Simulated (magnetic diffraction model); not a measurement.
# CrIBr₂ below its ordering temperature

Space group C2/c (no. 15), a = 11.8460 Å, b = 6.8950 Å, c = 6.2020 Å, β = 90.24°.

| site | atom | x | y | z |
| --- | --- | --- | --- | --- |
| 4e | I | 1/2 | 0.1948 | 3/4 |
| 8f | Br | 0.3493 | 0.3491 | 0.2491 |
| 4a | Cr | 0 | 0 | 0 |

This is a made-up structure (elements placed in a structure type, unrelaxed), so the numbers test the method and describe no known phase.

Only Cr is taken to order (form factors of Cr3+); orders and moment sizes are assumed, and not adapted to the symmetry. Radiation: neutrons of λ = 2.0775 Å, 3° to 50°; isotropic B of 0.34 Å² (I), 0.48 Å² (Br) and 0.48 Å² (Cr). Simulated constant-wavelength pattern: nuclear and magnetic terms add, the magnetic one as |2.695 fm × Σ f S⊥ exp(2πi Q·r) exp(−B s²)|², summed over all Q at one angle with the factor 1/(sin²θ cos θ). For a modulated order the moment at position r is S exp(−2πi k·r) + c.c., with S = m/2 for a sine wave of amplitude m and S = m(u + iv)/2 for moments turning in a plane, u and v being orthogonal unit vectors in it; the phase factor of the sum at Q = H + k is then exp(2πi H·r). Free-ion form factors, Sears's scattering lengths of 1992, no absorption; a label names one of the reflections at its angle. The strongest nuclear line in the range is 100, and lines under 0.2 are left out.

Above the ordering temperature:

| 2θ (°) | index | I |
| --- | --- | --- |
| 20.08 | (1 1 0) | 60.1 |
| 20.20 | (2 0 0) | 15.1 |
| 27.95 | (1 1 -1) | 1.8 |
| 28.01 | (1 1 1) | 1.5 |
| 35.07 | (0 2 0) | 5.6 |
| 35.29 | (3 1 0) | 15.9 |
| 39.14 | (0 0 2) | 46.5 |
| 40.33 | (0 2 1) | 100.0 |
| 40.46 | (3 1 -1) | 90.4 |
| 40.59 | (3 1 1) | 90.3 |
| 40.81 | (2 2 0) | 0.3 |
| 41.07 | (4 0 0) | 0.7 |
| 44.35 | (2 0 -2) | 1.0 |
| 44.41 | (1 1 2) | 0.2 |
| 44.51 | (2 0 2) | 1.2 |

Below it (cell unchanged):

```tsv
2θ (°)	I
16.05	10.4
20.08	60.1
20.20	15.1
22.54	4.9
25.78	10.3
25.83	10.2
25.85	3.5
25.96	3.5
27.95	1.8
28.01	1.5
30.33	6.3
30.38	2.4
30.39	6.3
30.51	2.3
35.07	5.6
35.29	15.9
38.79	4.5
38.94	2.9
39.05	2.9
39.14	46.5
40.33	100.0
40.46	90.4
40.59	90.3
40.81	0.3
41.07	0.7
42.09	3.3
42.21	2.3
42.36	2.2
44.08	2.8
44.15	2.8
44.29	0.8
44.35	1.0
44.41	0.2
44.43	0.8
44.51	1.2
47.07	2.2
```
(The table stops after 36 lines; 3 more lie at higher angle.)

**Question.** Find the propagation vector, then choose among these models:
A. moments turning in the plane of [001] and [100], 2.37 μB on Cr; signs + at (0, 0, 0), − at (0, 0, 1/2)
B. a sine wave with moments along [100] (amplitudes given), 2.37 μB on Cr; signs + at (0, 0, 0), − at (0, 0, 1/2)
C. moments turning in the plane of [100] and [010], 2.37 μB on Cr; signs + at (0, 0, 0), − at (0, 0, 1/2)
D. moments turning in the plane of [010] and [001], 2.37 μB on Cr; signs + at (0, 0, 0), − at (0, 0, 1/2)

The new lines index as (0 0 5/6) at 16.05°, (0 0 7/6) at 22.54°, (1 1 -5/6) at 25.78° and (1 1 5/6) at 25.83°, that is as H ± k with k = (0 0 1/6). Satellites come in pairs about each point of the reciprocal lattice.

Magnetic intensity, observed (below minus above) and for each model:

| 2θ (°) | index | observed | A | B | C | D |
| --- | --- | --- | --- | --- | --- | --- |
| 16.05 | (0 0 5/6) | 10.4 | 10.4 | 10.4 | 20.7 | 10.4 |
| 22.54 | (0 0 7/6) | 4.9 | 4.9 | 4.9 | 9.7 | 4.9 |
| 25.78 | (1 1 -5/6) | 10.3 | 10.3 | 6.0 | 9.8 | 8.2 |
| 25.83 | (1 1 5/6) | 10.2 | 10.2 | 6.0 | 9.8 | 8.2 |
| 25.85 | (2 0 -5/6) | 3.5 | 3.5 | 1.4 | 4.9 | 5.7 |
| 25.96 | (2 0 5/6) | 3.5 | 3.5 | 1.4 | 4.8 | 5.6 |
| 30.33 | (1 1 -7/6) | 6.3 | 6.3 | 4.2 | 7.4 | 5.3 |
| 30.39 | (1 1 7/6) | 6.3 | 6.3 | 4.2 | 7.3 | 5.3 |

Model A matches.

The structure used: k = (0 0 1/6), moments turning in the plane of [001] and [100], 2.37 μB on Cr; signs + at (0, 0, 0), − at (0, 0, 1/2).

[Logs are printed without paths, hosts, clocks, repeated set-up lines and the standing remarks that a program may print on its own settings, such as how far it seeks lower states.]
